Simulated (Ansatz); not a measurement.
# CsH (model cell, started as zinc blende): phonons and vibrational spectra, part 3 of 3

Task: relax CsH (model cell, started as zinc blende), then find its harmonic phonons.

Ansatz 0.2.0; DFT PBE, scalar-relativistic, plane waves, PAW.

So far. Step 4 (Tight relaxation): The forces vanish by symmetry and the pressure is 0.001 GPa, within the tolerances set. The cell now holds 42.88 Å³/atom. Step 5 (Linear response at the zone centre): Before it was imposed, the acoustic sum rule was missed by 2.3e-4 eV/Å² and the charge sum rule by 6.8e-5 e. Small misses are needed for a sound result but don't prove that mesh and cutoff are converged. The lowest optical mode is real, 455 cm⁻¹. The relaxed cell has a = 7.000 Å (conventional setting).

The structure was built from a prototype and need not be the compound's stable phase.

### 6. The dispersion

Stability and thermal properties need the whole zone. Linear response on a 4×4×4 q mesh gives force constants as far as a supercell of that size would, and the tensors from the zone-centre run are typed in so that the long-range dipole term is interpolated apart.

The input, input.yaml:

```yaml
crystal:
  lattice:
    - [0.0, 3.500086908, 3.500086908]
    - [3.500086908, 0.0, 3.500086908]
    - [3.500086908, 3.500086908, 0.0]
  atoms:
    - { symbol: Cs, position: [0.0, 0.0, 0.0] }
    - { symbol: H, position: [0.25, 0.25, 0.25] }
kpoints:
  mp_grid: { grid: [8, 8, 8] }
hamiltonian:
  xc: pbe
scf:
  occupations: { method: fixed }
output:
  eigenvalues: true
phonons:
  method: dfpt
  qmesh: [4, 4, 4]
  temperatures: { t_max: 1000, t_step: 50 }
  qpath:
    path:
      - [[0.0, 0.0, 0.0], [-0.5, -0.5, 0.0], [-0.375, -0.375, 0.25]]
      - [[-0.375, 0.0, 0.375], [0.0, 0.0, 0.0], [0.0, 0.0, 0.5], [-0.5, -0.25, 0.25], [-0.5, -0.5, 0.0]]
    npoints: 10
  non_analytic_term:
    high_frequency_dielectric_tensor: [[2.5049, 0.0, 0.0], [0.0, 2.5049, 0.0], [0.0, 0.0, 2.5049]]
    born_effective_charges:
      - { species: Cs, tensor: [[1.003, 0.0, 0.0], [0.0, 1.003, 0.0], [0.0, 0.0, 1.003]] }
      - { species: H, tensor: [[-1.003, 0.0, 0.0], [0.0, -1.003, 0.0], [0.0, 0.0, -1.003]] }
    source: "zone-centre run at this cell"
```

The run is started by

```console
ansatz run input.yaml --threads 4 --pin off --max-ram 7168MiB --backend cpu --events-out ev --progress --plain --runs-dir out
```

Numbers of over 12 decimals in the logs are rounded to 6 here.

Output:

```text
Warning: phonons: the dynamical matrix that this run interpolates holds no multipole term above the dipole-dipole one, and a site of this crystal is no centre of inversion, so its interpolated transverse optical and acoustic branches and sound speeds can stay off near Gamma, and the density of states and the thermodynamics with them. What a run solves at a wave vector of phonons.qpoints, Gamma apart, where the deck admits one, is free of this, and under fd what a larger phonons.supercell samples
[...]
Crystal: 2 atoms, lattice volume = 85.756 Å³
Basis set: ecut = 420 eV, 1687 PW (Γ), exchange–correlation on 72×72×72 points (8 copies of the dense FFT grid, shifted against one another)
Bands: 9, of which v1, the nominal top of the filled ones, is band 5 counted from 1 (4 counted from 0)
Symmetry: 24 space group operations
k-points: 29 of 512 (time reversal used)
[...]
SCF iter   1: F=—  HF=-5686.847159 eV  |F-HF|=—  |Δ(HF+E_count)|=         —  Δρ=1.07e-3  dr2=1.69e-3  ethr=1.77e-3  ⟨swp⟩=4.5  Hψ=1682  notcnv=0  defer=51
[...]
SCF iter   7: F=-5686.848422 eV  HF=-5686.848422 eV  |F-HF|=2.36e-11  |Δ(HF+E_count)|=  4.74e-10  Δρ=7.01e-8  dr2=3.30e-12  ethr=1.00e-12  ⟨swp⟩=8.8  Hψ=1799  notcnv=0
SCF 1 converged in 7 iterations: F = -5686.848422 eV  dr2 = 3.30e-12
[...]
NSCF: frozen V_eff on 29 k-points
[...]
DFPT response loops at q = (0, 0, 0) (fractional): preconditioner auto → none (the input reference at scf.mixing.eps_inf says where Resta's filter doesn't serve); β = 0.50; Broyden in place of MSR1
[...]
SCF converged after 7 iterations
Free energy (F): -5686.848422 eV
[...]
Internal energy: -5686.848422 eV  (E = F + TS)
E sigma→0 (E₀):  -5686.848422 eV
Fermi energy:    1.399469 eV
[...]
--- Band table (eV; the first three rows and the last of 29) ---
[...]
--- Phonons (Γ-DFPT): 2 representative perturbations + reference (Σ response iterations 8) ---
  ASR residual: 3.951e-5 → 0.000e0 eV/Å²; symmetrization residual: 4.477e-8 eV/Å²
  ASR residual per site (eV/Å²): 2.89e-5 3.95e-5
  Γ frequencies (cm⁻¹): 0.00 0.00 0.00 454.89 454.89 454.89
--- Phonons (arbitrary-q DFPT): 8 irreducible q on the 4×4×4 mesh ---
  q = [0.0000, 0.0000, 0.0000] (star 1, of the zone-centre solve; hermiticity 1.18e-7, symmetrization 1.92e-13): -0.00 -0.00 0.00 454.89 454.89 454.89
  q = [0.0000, 0.0000, 0.2500] (star 8, 2 solved perturbations on 288 of 512 k-point pairs; hermiticity 2.77e-7, symmetrization 1.88e-13): 13.95 13.95 41.36 450.45 450.45 638.11
[...]
q = [0.0000, 0.2500, 0.2500] (star 6, 4 solved perturbations in 528 linear systems a pass and spin channel, the states on 164 of 512 k-point pairs; hermiticity 2.21e-7, symmetrization 2.69e-13): 24.25 24.25 38.56 446.97 446.97 648.73
[...]
sum rule: each row above includes the acoustic sum rule's correction from the zone centre's row sums; it moved no ω² by more than (3.26 cm⁻¹)²
  mesh force constants: q→R imaginary residual 1.22e-18; ASR residual 3.951e-5 → 0.000e0 eV/Å²; symmetrization residual 8.882e-16 eV/Å²
  interpolated dispersion: 63 rows × 6 modes
  density of states and harmonic sums: on the 16×16×16 q-mesh, interpolated from the force constants of a 4×4×4 supercell (with the dipole–dipole term of supplied tensors)
  largest difference from the sums on the solved wave vectors: F 1.45e-2 eV, S 1.85e-5 and C_V 3.97e-6 eV/K
  zero-point energy: 0.101441 eV/cell   skipped modes (ω ≤ 0): 3   left out of the sums: 1.22e-4 of the cell's modes: C_V's classical limit lies that fraction below 3 k_B per atom; for a crystal, a wire or a layer, F and S can be off by more, and a phonons.interpolated_qmesh denser along its periods is the remedy for the sampling
```

Wall time 61 s (4 threads of Intel Xeon Platinum 8375C at 2.90GHz (Ice Lake), shared host); peak memory 1.3 GiB.

Numbers from this step:

```yaml
sum_rule_residual_before_enforcement: 3.95e-5 eV/Å²
lowest_frequency_on_the_path: 0 cm⁻¹
highest_frequency_on_the_path_or_at_a_solved_wavevector: 661.3 cm⁻¹
mean_frequency: 272.7 cm⁻¹
debye_temperature_second_moment: 677 K
logarithmic_mean_frequency: 131.6 cm⁻¹
lowest_mode_on_the_q_mesh_acoustic_modes_at_gamma_apart: 13.95 cm⁻¹
zero_point_energy_per_atom: 50.72 meV
heat_capacity_at_300_k: 20.22 J/(mol atoms K)
vibrational_entropy_at_300_k: 39.16 J/(mol atoms K)
edges_of_the_widest_gap_between_branches_on_path_and_mesh: 63.7, 437.2 cm⁻¹
```

Frequencies (cm⁻¹) solved at each irreducible wavevector; negative means imaginary. Frequencies by wavevector, by row:

```csv
q in reciprocal lattice units,star,mode 1,mode 2,mode 3,mode 4,mode 5,mode 6
0 0 0,1,0,0,0,454.9,454.9,454.9
0 0 0.25,8,13.9,13.9,41.4,450.4,450.4,638.1
0 0 -0.5,4,19.9,19.9,63.7,446.5,446.5,611.7
0 0.25 0.25,6,24.2,24.2,38.6,447,447,648.7
0 0.25 -0.5,24,29.2,40.3,56.5,441.9,471.2,605.4
0 0.25 -0.25,12,21.5,40.6,52.1,445.2,480.8,599.8
0 -0.5 -0.5,3,36,36,59.1,437.2,437.2,633.5
0.25 -0.5 -0.25,6,44.2,48,51,437.4,500.6,579.9
```

Interpolated from a 4×4×4 q mesh, with the LO-TO term (at Γ the limit along the path; where Γ stands inside the path, tables give the limit on arrival). Phonon branches along the path, in cm⁻¹:

```csv
point,branch 1,branch 2,branch 3,branch 4,branch 5,branch 6
Γ,0,0,0,455,455,661
halfway,24,24,39,447,447,649
X,36,36,59,437,437,634
halfway,35,42,58,438,450,623
U,31,51,54,439,476,600
jump to K,31,51,54,439,476,600
halfway,16,31,43,450,464,623
Γ,0,0,0,455,455,661
halfway,14,14,41,450,450,638
L,20,20,64,446,446,612
halfway,28,38,60,442,482,592
W,44,48,51,437,501,580
halfway,40,40,57,437,463,612
X,36,36,59,437,437,634
```

The phonon branches as a text plot (rows in cm⁻¹):

```
    648 |************            ************
    620 |            ****      **            *******          ***
    592 |                ******                     **********
    565 |
    537 |
    510 |                                                ***
    482 |                *******                     ****   **
    455 |*********     **   ***************************       **
    427 |         **********                           **********
    400 |
    372 |
    344 |
    317 |
    289 |
    262 |
    234 |
    207 |
    179 |
    152 |
    124 |
     96 |
     69 |         *******                      **********    ****
     41 |    *********************         ****     *************
     14 |*******            **************************
         Γ           X  U|K            Γ         L        W     X
```

Tetrahedra on a 16×16×16 mesh, mean over bins of 10 cm-1. Interpolated from a 4×4×4 q mesh. Table of phonon density of states by wavenumber; read off at these points:

wavenumber (cm⁻¹), phonon density of states (1/cm⁻¹/cell) and a bar:
```
        5     0.0041 ##
       35     0.0748 ##############################
       55     0.0673 ###########################
       65     0.0068 ###
       95     0.0000 
      135     0.0000 
      165     0.0000 
      195     0.0000 
      225     0.0000 
      255     0.0000 
      285     0.0000 
      315     0.0000 
      355     0.0000 
      385     0.0000 
      415     0.0000 
      445     0.0743 ##############################
      475     0.0180 #######
      505     0.0000 
      535     0.0000 
      575     0.0000 
      605     0.0196 ########
      635     0.0106 ####
      665     0.0000
```

The partial phonon density of states has structure finer than the step of the table below, so its rows give means over 20 cm⁻¹, whole bins alone (the curve runs from -10 to 690 cm⁻¹). Peaks (cm⁻¹: height): Cs 29.6: 0.0722; H 443.2: 0.0666, 597.2: 0.0188.

Phonopy on the run's constants, 15x15x15 mesh, Gaussian sigma 5.0 cm-1. Interpolated from a 4×4×4 q mesh. Partial phonon density of states against wavenumber; means over each step; values in 1/cm⁻¹/cell:

```csv
wavenumber (cm⁻¹),Cs,H
0,0.00397,2.9e-5
20,0.0465,2.9e-4
40,0.0630,2.5e-4
60,0.0355,4.5e-5
80,4.4e-4,0
100,0,0
120,0,0
140,0,0
160,0,0
180,0,0
200,0,0
220,0,0
240,0,0
260,0,0
280,0,0
300,0,0
320,0,0
340,0,0
360,0,0
380,0,0
400,0,0
420,3.3e-6,8.8e-4
440,2.8e-4,0.0455
460,1.9e-4,0.0323
480,5.2e-5,0.0162
500,1.3e-5,0.00468
520,0,1.6e-5
540,0,0
560,0,1.8e-5
580,1.9e-6,0.00620
600,1.3e-5,0.0182
620,2.9e-5,0.0148
640,3.6e-5,0.00869
660,1.2e-5,0.00198
```

Second derivatives of the energy by pair, one row for each kind of neighbour of each atom listed. Each entry sums the pair over the periodic images of the supercell that the q mesh stands for, and in a polar crystal it holds the long-range dipole part too. Force constants by pair, by row:

```csv
atom,neighbour,distance (Å),third of the trace (eV/Å²),along the pair's line (eV/Å²)
Cs1,itself,0,1.241,–
Cs1,H,3.031,-0.2611,-0.5044
Cs1,Cs,4.95,-0.0222,-0.1563
Cs1,H,5.804,0.0026,0.0627
Cs1,Cs,7,-0.0051,-0.0367
H2,itself,0,0.9703,–
H2,Cs,3.031,-0.2611,-0.5044
H2,H,4.95,4.00e-4,-0.1036
H2,Cs,5.804,0.0026,0.0627
H2,H,7,-0.0015,-0.0246
```

Harmonic thermodynamic functions per atom, from the density of states. Interpolated from a 4×4×4 q mesh. Thermodynamic functions, by row:

```csv
T (K),F_vib (meV/atom),S (J/mol-atom/K),C_V (J/mol-atom/K)
0,50.72,0,0
50,47.53,13.24,11.22
100,38.32,21.5,12.7
200,10.48,31.59,17.03
300,-26.33,39.16,20.22
400,-70.18,45.24,21.94
500,-119.7,50.24,22.9
600,-174.1,54.48,23.48
700,-232.4,58.12,23.84
800,-294.4,61.32,24.09
900,-359.4,64.17,24.26
1000,-427.3,66.73,24.39
```

Harmonic mean-square displacement, third of the trace. Interpolated from a 4×4×4 q mesh. Mean square displacements, by row:

```csv
T (K),Cs1 U_eq (Å²),H2 U_eq (Å²)
0,0.00412,0.03624
100,0.02724,0.05579
300,0.08091,0.107
600,0.1617,0.1962
```

Symmetry leaves 8 wavevectors to solve. The lowest mode among them, the acoustic zeros apart, lies at q = (0, 0, 0.25) and is real, 13.9 cm⁻¹.

### 7. Another isotope

An isotope changes the mass and not the force constants, so no new electronic calculation is needed; the shifts show which modes move this element.

The same force constants with the mass of H changed from 1.008 to 2.014 u (phonopy, no LO-TO term). Both lists are sorted by frequency; levels can cross, so a row need not hold one and the same mode. Modes under 3 cm⁻¹ are left out. Isotope shifts, by row:

```csv
q,rank,natural mass (cm⁻¹),changed mass (cm⁻¹)
0 0 0,4,454.9,323
0 0 0,5,454.9,323
0 0 0,6,454.9,323
0 0 0.25,1,13.95,13.9
0 0 0.25,2,13.95,13.9
0 0 0.25,3,41.36,41.26
0 0 0.25,4,450.4,319.8
0 0 0.25,5,450.4,319.8
0 0 0.25,6,638.1,452.5
0 0 -0.5,1,19.85,19.78
0 0 -0.5,2,19.85,19.78
0 0 -0.5,3,63.67,63.67
0 0 -0.5,4,446.5,317
0 0 -0.5,5,446.5,317
0 0 -0.5,6,611.7,432.7
0 0.25 0.25,1,24.25,24.17
0 0.25 0.25,2,24.25,24.17
0 0.25 0.25,3,38.56,38.47
0 0.25 0.25,4,447,317.2
0 0.25 0.25,5,447,317.2
0 0.25 0.25,6,648.7,460
```

A mode of this element alone would shift by -29.26 %. The highest zone-centre frequency without the field goes from 454.9 to 323.0 cm⁻¹ (-29.0 %). The product of the frequency ratios over all optical modes at Γ is 0.358; the product rule, (m/m′)^(3k/2) (M′/M)^(3/2) with k = 1 such atoms and M the mass of the cell, gives 0.358.

### 8. Results

```json
{
  "space group after relaxation (within 0.01 Å)": "F-43m",
  "volume per atom": "42.9 Å³",
  "gap on the k-mesh": "2.87 eV",
  "highest optical mode at the zone centre (no LO-TO term)": "455 cm⁻¹",
  "top of the zone-centre spectrum with the field": "661 cm⁻¹",
  "lowest optical zone-centre mode": "455 cm⁻¹",
  "mean high-frequency dielectric constant": "2.50",
  "mean static dielectric constant": "5.29",
  "largest Born charge (third of the trace)": "1.00 e",
  "lowest mode on the q mesh (acoustic modes at Γ apart)": "13.9 cm⁻¹",
  "highest frequency on the path or at a solved wavevector": "661 cm⁻¹",
  "zero-point energy per atom": "50.7 meV",
  "heat capacity at 300 K": "20.2 J/(mol atoms K)",
  "vibrational entropy at 300 K": "39.2 J/(mol atoms K)",
  "Debye temperature (second moment)": "677 K",
  "imaginary modes on the 4×4×4 q mesh": "none"
}
```

**Reading.** The structure is a minimum as far as tested: no mode is imaginary at the 8 irreducible wavevectors of the 4×4×4 mesh, and the softest away from the acoustic zeros lies at 14 cm⁻¹. Without the field, the optical modes at Γ form one degenerate level at 455 cm⁻¹. The highest mode in this list at Γ, 454.9 cm⁻¹, is mostly motion of H (99 % of the kinetic energy). With the macroscopic field of the longitudinal modes the top of the zone-centre spectrum lies at 661 cm⁻¹, against 455 cm⁻¹ without it. Lattice motion raises the mean dielectric constant from 2.505 to 5.293. The strongest infrared line is at 455 cm⁻¹. Averaged over orientations, the strongest Raman line at 532 nm and 300 K is at 455 cm⁻¹, among the modes without the field; their longitudinal partners can be Raman active too. On the path and the mesh, the widest gap between branches runs from 64 to 437 cm⁻¹. The program warns that the interpolation holds no quadrupole term, so branches close to Γ can be off in this crystal. Spin-orbit coupling is left out, which can matter for the heavy elements here. The starting cell was built on a prototype and not taken from a measurement, so the phase need not exist. These are harmonic frequencies at zero temperature: anharmonic shifts, linewidths and thermal expansion are left out.

[Logs are printed without paths, hosts, clocks, repeated set-up lines and the standing remarks that a program may print on its own settings, such as how far it seeks lower states.]

[Hosts, paths, dates, database ids (printed as entryN), source tags and the programs' standing remarks are cut or masked in the printed files.]
